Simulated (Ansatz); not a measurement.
GaP (F-43m): refractive index against wavelength

The refractive index of GaP (F-43m) below the direct gap (1.83 eV on the mesh) is read from one computed spectrum, n = √(Re ε).

Cell: a, b, c = 3.854, 3.854, 3.854 Å (primitive vectors), 2 atoms.

Method: Ansatz 0.2.0, PBE, independent particles, k-mesh 10×10×10 with interpolation inside its cells, Gaussian parameter 0.15 eV.

Launch of the response step: `ansatz run input.yaml --threads 4 --pin off --max-ram 8192MiB --backend cpu --events-out ev --progress --plain --runs-dir out`. The run took 5 s, on 4 threads of Arm Neoverse V2 (shared host).

| wavelength (nm) | photon energy E (eV) | n |
| --- | --- | --- |
| 3000 | 0.413 | 3.3168 |
| 2000 | 0.620 | 3.3368 |
| 1550 | 0.800 | ? |
| 1310 | 0.946 | 3.3877 |
| 1064 | 1.165 | 3.4377 |

In the single-oscillator model n² − 1 = E₀E_d/(E₀² − E²), so 1/(n² − 1) = E₀/E_d − E²/(E₀E_d) is linear in E².

Working, on the rows shown:

| x = E² (eV²) | y = 1/(n² − 1) |
| --- | --- |
| 0.170801 | 0.0999884 |
| 0.384302 | 0.0986754 |
| 0.895757 | 0.0954516 |
| 1.35784 | 0.0924404 |

Means: x̄ = 0.70218, ȳ = 0.096639. Σ(x − x̄)(y − ȳ) = -0.00541, Σ(x − x̄)² = 0.8508. Slope = -0.00541 / 0.8508 = -0.006359; intercept = ȳ − slope · x̄ = 0.1011. Turned back into n, the line misses the rows shown by at most 0.00071.

**Question.** Predict the last column of the withheld row from the fit.

**Answer.** At x = 0.63984 the line gives y = 0.097035, that is 3.3624. The run gave 3.3617, so the interpolation is off by 0.00067, 0.6 % of the range in the table.

Refitted with all rows, the slope is -0.006361 and the intercept 0.10111. These give E₀ = √(intercept/−slope) = 3.99 eV and E_d = E₀/intercept = 39.4 eV; E₀ is 2.2 times the direct gap. The electronic limit at long wavelengths, without lattice vibrations, is n = √(1 + 1/intercept) = 3.300. Excitons are left out and so are local fields; PBE gaps are as a rule too small. Spin-orbit coupling is left out.
